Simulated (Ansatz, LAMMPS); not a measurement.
# Elastic response of glassy 76SiO2-9BaO-7SrO-4Li2O-4ZrO2 (mol %) (128 atoms), part 3 of 3

Aim: relax glassy 76SiO2-9BaO-7SrO-4Li2O-4ZrO2 (mol %) (128 atoms), then change its volume and shape to read moduli from the stress.

Ansatz 0.2.0; Kohn-Sham DFT, PBE, PAW (set soft_2), plane waves.

The cell: 34 Si, 4 Ba, 3 Sr, 4 Li, 2 Zr and 81 O. The quench rate of 10 K/ps is many orders above laboratory rates. The starting topology of bonds comes from the classical model. Sampling is at Γ alone. Spin–orbit coupling is left out.

So far. Step 9 (Volume -10 %): The relaxation converged after 41 steps, 7.00 eV below its start, with a largest force component of 0.038 eV/Å. Step 9 (Volume -10 %): Volume -10 %: the energy stands 3.22 eV above that of the reference, at a pressure of 5.62 GPa.

### 10. Stretched by 1 % along x

The relaxed cell is strained along x alone, which gives the stiffness along x and its coupling to y and z.

input.yaml reads:

```yaml
crystal:
  lattice:
    - [12.46156, 0.22527, 0.39406]
    - [0.22752, 12.28902, -0.07613]
    - [0.398, -0.07613, 12.2308]
  atoms:
    [... the 128 atom lines of step 4 ...]
kpoints:
  mp_grid: { grid: [1, 1, 1] }
hamiltonian:
  xc: pbe
scf:
  occupations: { method: fixed }
output:
  forces: true
  eigenvalues: true
  stress: true
relax:
  f_tol: 0.05
  max_steps: 70
```

Command:

```
$ ansatz run input.yaml --threads 4 --pin off --max-ram 8192MiB --backend cpu --events-out ev --progress --plain --runs-dir out
```

Numbers of over 12 decimals in the logs are rounded to 6 here.

Output:

```text
[...]
Crystal: 128 atoms, lattice volume = 1870.389 Å³
Basis set: ecut = 420 eV, 36585 PW (Γ), exchange–correlation on 180×180×180 points (8 copies of the dense FFT grid, shifted against one another)
Bands: 492, of which v1, the nominal top of the filled ones, is band 364 counted from 1 (363 counted from 0)
Symmetry: 1 space group operations
[...]
k-points: 1
[...]
SCF iter   1: F=—  HF=-111352.518843 eV  |F-HF|=—  |Δ(HF+E_count)|=         —  Δρ=1.87e-3  dr2=9.68e-2  ethr=1.77e-3  ⟨swp⟩=4.0  Hψ=1929  notcnv=0  defer=123
[...]
SCF iter   5: F=—  HF=-111352.526238 eV  |F-HF|=—  |Δ(HF+E_count)|=   8.85e-7  Δρ=8.32e-5  dr2=1.21e-4  ethr=8.26e-8  ⟨swp⟩=2.0  Hψ=652  notcnv=0  defer=126
SCF iter   6: F=-111352.526243 eV  HF=-111352.526245 eV  |F-HF|=2.26e-6  |Δ(HF+E_count)|=   7.09e-6  Δρ=3.15e-5  dr2=1.82e-5  ethr=8.59e-9  ⟨swp⟩=19.0  Hψ=3811  notcnv=0
SCF 1 converged in 6 iterations: F = -111352.526243 eV  dr2 = 1.82e-5
[...]
relax step   1: F+E_penalty+E_count = -111352.52624294 eV  Δ(F+E_penalty+E_count) = +0.000e0 eV  max|allowed force component| = 5.949e-1 eV/Å  Δτ_max = 0.0000 Å  (6 SCF iters, dr2 threshold 6.25e-5 eV, accepted)
[...]
relax step   2: F+E_penalty+E_count = -111352.58702075 eV  Δ(F+E_penalty+E_count) = -6.078e-2 eV  max|allowed force component| = 3.332e-1 eV/Å  Δτ_max = 0.0503 Å  (6 SCF iters, dr2 threshold 2.21e-5 eV, accepted)
[...]
relax step   3: F+E_penalty+E_count = -111352.62034215 eV  Δ(F+E_penalty+E_count) = -3.332e-2 eV  max|allowed force component| = 1.153e-1 eV/Å  Δτ_max = 0.0513 Å  (6 SCF iters, dr2 threshold 6.94e-6 eV, accepted)
relax step   4: F+E_penalty+E_count = -111352.62671027 eV  Δ(F+E_penalty+E_count) = -6.368e-3 eV  max|allowed force component| = 7.662e-2 eV/Å  Δτ_max = 0.0378 Å  (8 SCF iters, accepted)
relax step   5: F+E_penalty+E_count = -111352.63238405 eV  Δ(F+E_penalty+E_count) = -5.674e-3 eV  max|allowed force component| = 5.409e-2 eV/Å  Δτ_max = 0.0183 Å  (8 SCF iters, accepted)
[...]
relax step   6: F+E_penalty+E_count = -111352.63557418 eV  Δ(F+E_penalty+E_count) = -3.190e-3 eV  max|allowed force component| = 3.218e-2 eV/Å  Δτ_max = 0.0118 Å  (7 SCF iters, accepted)
SCF converged after 7 iterations
Free energy (F): -111352.635574 eV
[...]
Internal energy: -111352.635574 eV  (E = F + TS)
E sigma→0 (E₀):  -111352.635574 eV
Fermi energy:    4.065784 eV
[...]
Σ components = -111352.635574   (vs F -111352.635574, Δ=0.00e0)
--- Forces (eV/Å), atoms counted from 1 ---
  atom   1  Si     0.01806575    -0.01103494     0.01015441
  atom   2  Si     0.00226842    -0.01392289    -0.02198002
  atom   3  Si    -0.00008064     0.00378114    -0.00202210
  atom   4  Si     0.00344773    -0.00298339     0.02097031
[...]
atom 128  O      0.00715166    -0.00503228     0.01437204
  max |Σ_I F_I| component: 1.23e-4 eV/Å
--- Stress (GPa, compression-positive) ---
       -1.091883      -0.012653       0.023684
       -0.012653      -0.373609      -0.005553
        0.023684      -0.005554      -0.327406
  P = ⅓ Tr σ = -0.5976 GPa (-5.976 kbar)
--- Band table (eV) ---
[...]
--- Relaxed structure (6 steps of the walk, 6 accepted, 0 SCFs on fresh bases) ---
  F+E_penalty+E_count = -111352.63557418 eV   max|allowed force component| = 3.218e-2 eV/Å
  atoms:
    - { symbol: Si, position: [0.979072, 0.120067, 0.481795] }
    - { symbol: Si, position: [0.739228, 0.770540, 0.815075] }
    - { symbol: Si, position: [0.057393, 0.898154, 0.156651] }
    - { symbol: Si, position: [0.448420, 0.525424, 0.789956] }
[...]
- { symbol: O, position: [0.185244, 0.530353, 0.939447] }
```

It took 57 s on 4 threads of AMD EPYC 9R45, shared host; peak memory 3 GiB; 3.5 min of CPU time.

The relaxation converged after 6 steps, 0.109 eV below its start, with a largest force component of 0.032 eV/Å.

Stretched by 1 % along x: the energy stands 0.0570 eV above that of the reference, at a pressure of -0.598 GPa.

### 11. Compressed by 1 % along x

The relaxed cell is strained along x alone, which gives the stiffness along x and its coupling to y and z.

input.yaml, the sections that differ from step 10:

```yaml
crystal:
  lattice:
    - [12.2148, 0.22527, 0.39406]
    - [0.22302, 12.28902, -0.07613]
    - [0.39012, -0.07613, 12.2308]
  atoms:
    [... the 128 atom lines of step 4 ...]
# kpoints, hamiltonian, scf, output, relax: as in step 10
```

Output:

```text
[...]
Crystal: 128 atoms, lattice volume = 1833.352 Å³
Basis set: ecut = 420 eV, 35855 PW (Γ), exchange–correlation on 180×180×180 points (8 copies of the dense FFT grid, shifted against one another)
Bands: 492, of which v1, the nominal top of the filled ones, is band 364 counted from 1 (363 counted from 0)
Symmetry: 1 space group operations
[...]
k-points: 1
[...]
SCF iter   1: F=—  HF=-111352.516822 eV  |F-HF|=—  |Δ(HF+E_count)|=         —  Δρ=1.88e-3  dr2=9.64e-2  ethr=1.77e-3  ⟨swp⟩=5.0  Hψ=1931  notcnv=0  defer=123
[...]
SCF iter   5: F=—  HF=-111352.524176 eV  |F-HF|=—  |Δ(HF+E_count)|=   6.02e-6  Δρ=8.26e-5  dr2=1.15e-4  ethr=7.84e-8  ⟨swp⟩=2.0  Hψ=651  notcnv=0  defer=126
SCF iter   6: F=-111352.524180 eV  HF=-111352.524182 eV  |F-HF|=1.90e-6  |Δ(HF+E_count)|=   6.00e-6  Δρ=3.04e-5  dr2=1.65e-5  ethr=8.59e-9  ⟨swp⟩=20.0  Hψ=3839  notcnv=0
SCF 1 converged in 6 iterations: F = -111352.524180 eV  dr2 = 1.65e-5
[...]
relax step   1: F+E_penalty+E_count = -111352.52418011 eV  Δ(F+E_penalty+E_count) = +0.000e0 eV  max|allowed force component| = 6.513e-1 eV/Å  Δτ_max = 0.0000 Å  (6 SCF iters, dr2 threshold 6.25e-5 eV, accepted)
[...]
relax step   2: F+E_penalty+E_count = -111352.58518592 eV  Δ(F+E_penalty+E_count) = -6.101e-2 eV  max|allowed force component| = 3.554e-1 eV/Å  Δτ_max = 0.0444 Å  (6 SCF iters, dr2 threshold 2.65e-5 eV, accepted)
[...]
relax step   3: F+E_penalty+E_count = -111352.61439710 eV  Δ(F+E_penalty+E_count) = -2.921e-2 eV  max|allowed force component| = 1.606e-1 eV/Å  Δτ_max = 0.0625 Å  (6 SCF iters, dr2 threshold 7.89e-6 eV, accepted)
relax step   4: F+E_penalty+E_count = -111352.60760007 eV  Δ(F+E_penalty+E_count) = +6.797e-3 eV  max|allowed force component| = 2.011e-1 eV/Å  Δτ_max = 0.0567 Å  (6 SCF iters, dr2 threshold 5.26e-6 eV, rejected (line search))
[...]
relax step   5: F+E_penalty+E_count = -111352.62463114 eV  Δ(F+E_penalty+E_count) = -1.023e-2 eV  max|allowed force component| = 4.559e-2 eV/Å  Δτ_max = 0.0283 Å  (8 SCF iters, accepted)
SCF converged after 8 iterations
Free energy (F): -111352.624631 eV
[...]
Internal energy: -111352.624631 eV  (E = F + TS)
E sigma→0 (E₀):  -111352.624631 eV
Fermi energy:    4.301597 eV
[...]
Σ components = -111352.624631   (vs F -111352.624631, Δ=0.00e0)
--- Forces (eV/Å), atoms counted from 1 ---
  atom   1  Si     0.01489247    -0.00659601     0.00157880
  atom   2  Si     0.01749441    -0.00580506    -0.01518710
  atom   3  Si     0.01253613    -0.00639298    -0.00076940
  atom   4  Si    -0.01308316     0.00215792     0.03711622
[...]
atom 128  O     -0.00258276    -0.00448966    -0.00442638
  max |Σ_I F_I| component: 1.31e-4 eV/Å
--- Stress (GPa, compression-positive) ---
        1.225391       0.068027       0.043223
        0.068027       0.503555      -0.005052
        0.043223      -0.005053       0.449974
  P = ⅓ Tr σ = 0.7263 GPa (7.263 kbar)
--- Band table (eV) ---
[...]
--- Relaxed structure (5 steps of the walk, 4 accepted, 0 SCFs on fresh bases) ---
  F+E_penalty+E_count = -111352.62463114 eV   max|allowed force component| = 4.559e-2 eV/Å
  atoms:
    - { symbol: Si, position: [0.979727, 0.119752, 0.481645] }
    - { symbol: Si, position: [0.737218, 0.769920, 0.814973] }
    - { symbol: Si, position: [0.057645, 0.899192, 0.156427] }
    - { symbol: Si, position: [0.453342, 0.525121, 0.789805] }
[...]
- { symbol: O, position: [0.187074, 0.531762, 0.939310] }
```

The job ended after 50 s (4 threads; peak memory 3 GiB; 3.1 min of CPU time).

The relaxation converged after 5 steps, 0.100 eV below its start, with a largest force component of 0.046 eV/Å.

Compressed by 1 % along x: the energy stands 0.0680 eV above that of the reference, at a pressure of 0.726 GPa.

### 12. Sheared by 2 % in xy

A shear of the relaxed cell gives the modulus that volume changes can't reach.

input.yaml, the sections that differ from step 11:

```yaml
crystal:
  lattice:
    - [12.34043, 0.34865, 0.39406]
    - [0.34816, 12.29127, -0.07613]
    - [0.3933, -0.07219, 12.2308]
  atoms:
    [... the 128 atom lines of step 4 ...]
# kpoints, hamiltonian, scf, output, relax: as in step 11
```

Output:

```text
[...]
Crystal: 128 atoms, lattice volume = 1851.685 Å³
Basis set: ecut = 420 eV, 36179 PW (Γ), exchange–correlation on 180×180×180 points (8 copies of the dense FFT grid, shifted against one another)
Bands: 492, of which v1, the nominal top of the filled ones, is band 364 counted from 1 (363 counted from 0)
Symmetry: 1 space group operations
[...]
k-points: 1
[...]
SCF iter   1: F=—  HF=-111352.442843 eV  |F-HF|=—  |Δ(HF+E_count)|=         —  Δρ=1.88e-3  dr2=9.63e-2  ethr=1.77e-3  ⟨swp⟩=5.0  Hψ=1929  notcnv=0  defer=123
[...]
SCF iter   5: F=—  HF=-111352.450081 eV  |F-HF|=—  |Δ(HF+E_count)|=   4.79e-6  Δρ=8.18e-5  dr2=1.15e-4  ethr=8.07e-8  ⟨swp⟩=2.0  Hψ=651  notcnv=0  defer=126
SCF iter   6: F=-111352.450088 eV  HF=-111352.450089 eV  |F-HF|=1.94e-6  |Δ(HF+E_count)|=   8.19e-6  Δρ=3.09e-5  dr2=1.71e-5  ethr=8.59e-9  ⟨swp⟩=20.0  Hψ=3613  notcnv=0
SCF 1 converged in 6 iterations: F = -111352.450088 eV  dr2 = 1.71e-5
[...]
relax step   1: F+E_penalty+E_count = -111352.45008754 eV  Δ(F+E_penalty+E_count) = +0.000e0 eV  max|allowed force component| = 6.210e-1 eV/Å  Δτ_max = 0.0000 Å  (6 SCF iters, dr2 threshold 6.25e-5 eV, accepted)
[...]
relax step   2: F+E_penalty+E_count = -111352.53523672 eV  Δ(F+E_penalty+E_count) = -8.515e-2 eV  max|allowed force component| = 3.947e-1 eV/Å  Δτ_max = 0.0669 Å  (6 SCF iters, dr2 threshold 2.41e-5 eV, accepted)
[...]
relax step   3: F+E_penalty+E_count = -111352.59277551 eV  Δ(F+E_penalty+E_count) = -5.754e-2 eV  max|allowed force component| = 1.225e-1 eV/Å  Δτ_max = 0.0585 Å  (6 SCF iters, dr2 threshold 9.74e-6 eV, accepted)
relax step   4: F+E_penalty+E_count = -111352.58660619 eV  Δ(F+E_penalty+E_count) = +6.169e-3 eV  max|allowed force component| = 2.059e-1 eV/Å  Δτ_max = 0.0785 Å  (9 SCF iters, rejected (line search))
relax step   5: F+E_penalty+E_count = -111352.60940631 eV  Δ(F+E_penalty+E_count) = -1.663e-2 eV  max|allowed force component| = 5.613e-2 eV/Å  Δτ_max = 0.0304 Å  (9 SCF iters, accepted)
relax step   6: F+E_penalty+E_count = -111352.61165153 eV  Δ(F+E_penalty+E_count) = -2.245e-3 eV  max|allowed force component| = 1.090e-1 eV/Å  Δτ_max = 0.0729 Å  (9 SCF iters, accepted)
[...]
relax step   7: F+E_penalty+E_count = -111352.61819071 eV  Δ(F+E_penalty+E_count) = -6.539e-3 eV  max|allowed force component| = 4.037e-2 eV/Å  Δτ_max = 0.0224 Å  (8 SCF iters, accepted)
SCF converged after 8 iterations
Free energy (F): -111352.618191 eV
[...]
Internal energy: -111352.618191 eV  (E = F + TS)
E sigma→0 (E₀):  -111352.618191 eV
Fermi energy:    4.187485 eV
[...]
Σ components = -111352.618191   (vs F -111352.618191, Δ=0.00e0)
--- Forces (eV/Å), atoms counted from 1 ---
  atom   1  Si     0.01071457    -0.00731269    -0.00738895
  atom   2  Si     0.00046355    -0.00021797    -0.02633569
  atom   3  Si    -0.01091819    -0.00039121    -0.00871740
  atom   4  Si     0.00049134     0.00569543     0.00837452
[...]
atom 128  O      0.00728856     0.00476158     0.00571410
  max |Σ_I F_I| component: 1.28e-4 eV/Å
--- Stress (GPa, compression-positive) ---
       -0.049881      -0.663580       0.087031
       -0.663579      -0.064194       0.000061
        0.087031       0.000060       0.158620
  P = ⅓ Tr σ = 0.0148 GPa (0.148 kbar)
--- Band table (eV) ---
[...]
--- Relaxed structure (7 steps of the walk, 6 accepted, 0 SCFs on fresh bases) ---
  F+E_penalty+E_count = -111352.61819071 eV   max|allowed force component| = 4.037e-2 eV/Å
  atoms:
    - { symbol: Si, position: [0.979015, 0.117582, 0.480649] }
    - { symbol: Si, position: [0.739483, 0.772361, 0.814840] }
    - { symbol: Si, position: [0.057324, 0.899888, 0.158166] }
    - { symbol: Si, position: [0.450987, 0.528335, 0.786889] }
[...]
- { symbol: O, position: [0.185377, 0.529832, 0.939038] }
```

It took 79 s on 4 threads; peak memory 3 GiB.

The relaxation converged after 7 steps, 0.168 eV below its start, with a largest force component of 0.040 eV/Å.

Sheared by 2 % in xy: the energy stands 0.0744 eV above that of the reference, at a pressure of 0.0148 GPa.

### 13. Pressure against volume

Atoms are relaxed at each volume, in the scaled cell.

| volume change (%) | volume (Å³/atom) | energy change (meV/atom) | pressure (GPa) | largest move on relaxing (Å) | bonds | gap (eV) |
| --- | --- | --- | --- | --- | --- | --- |
| -10 | 13.021 | 25.18 | 5.62 | 1.13 | 219 | 3.97 |
| -6 | 13.600 | 10.16 | 3.79 | 0.46 | 218 | 3.76 |
| -3 | 14.034 | 2.57 | 1.93 | 0.17 | 214 | 3.77 |
| +0 | 14.468 | 0.00 | -0.02 | - | 212 | 3.70 |
| +3 | 14.902 | 2.22 | -1.66 | 0.15 | 211 | 3.65 |
| +6 | 15.336 | 8.81 | -3.21 | 0.26 | 209 | 3.59 |

### 14. Uniaxial strain and shear

Stress (GPa, compression positive) less that of the relaxed cell, atoms relaxed:

| strain | xx | yy | zz | xy | energy change (meV/atom) |
| --- | --- | --- | --- | --- | --- |
| stretched by 1 % along x | -1.063 | -0.357 | -0.313 | -0.021 | 0.45 |
| compressed by 1 % along x | 1.254 | 0.520 | 0.464 | 0.060 | 0.53 |
| sheared by 2 % in xy | -0.021 | -0.047 | 0.173 | -0.672 | 0.58 |

### 15. Findings

The bulk modulus, from the slope of pressure against ln V over the three points nearest the relaxed volume, is 59.8 GPa; between neighbouring points the slope runs 42, 59, 64, 55 and 54 GPa from the smallest volume up, without a steady fall, so no pressure derivative is given, and the cell yields more easily when compressed beyond -6 %. The count of bonds runs from 209 to 219 over the series, so at some points contacts cross the cutoffs. At -10 % some atom moved by over 0.5 Å on relaxing, so that point may sit in another local minimum. The gap goes from 3.97 eV at the smallest volume to 3.59 eV at the largest, -2.1 eV per unit of ln V by a straight line, not monotonically (lowest 3.59, highest 3.97 eV), on the run's k-points. In the Cartesian axes of the cell, finite differences give C11 = 116, C12 = 43.9, C13 = 38.9 and C66 = 33.6 GPa (the shear of 2 % is the engineering strain, εxy = 0.01). The mean of C11, C12 and C13, which equals the bulk modulus in a cubic or isotropic solid, is 66.2 GPa: it lies 11 % over the bulk modulus from the volumes. For an isotropic solid C66 would equal (C11 − C12)/2 = 36.0 GPa; so small a sample needn't be isotropic, and C66 rests on one shear. With the bulk modulus and C66 as K and G, Young's modulus would be about 85 GPa and Poisson's ratio 0.26.

Caveats: Strains are finite and relaxations stop at the force tolerance of the input, which can leave moduli too stiff; they are those of a static cell at zero temperature. Volumes are changed with the cell's shape held, so in an anisotropic solid the modulus lies over the one under free hydrostatic load. The program notes that the SCF threshold of the relaxations is loose for the stress.

The DFT runs together took 25 min of wall time.

[Logs are printed without paths, hosts, clocks, repeated set-up lines and the standing remarks that a program may print on its own settings, such as how far it seeks lower states.]

[Hosts, paths, dates, database ids (printed as entryN), source tags and the programs' standing remarks are cut or masked in the printed files.]
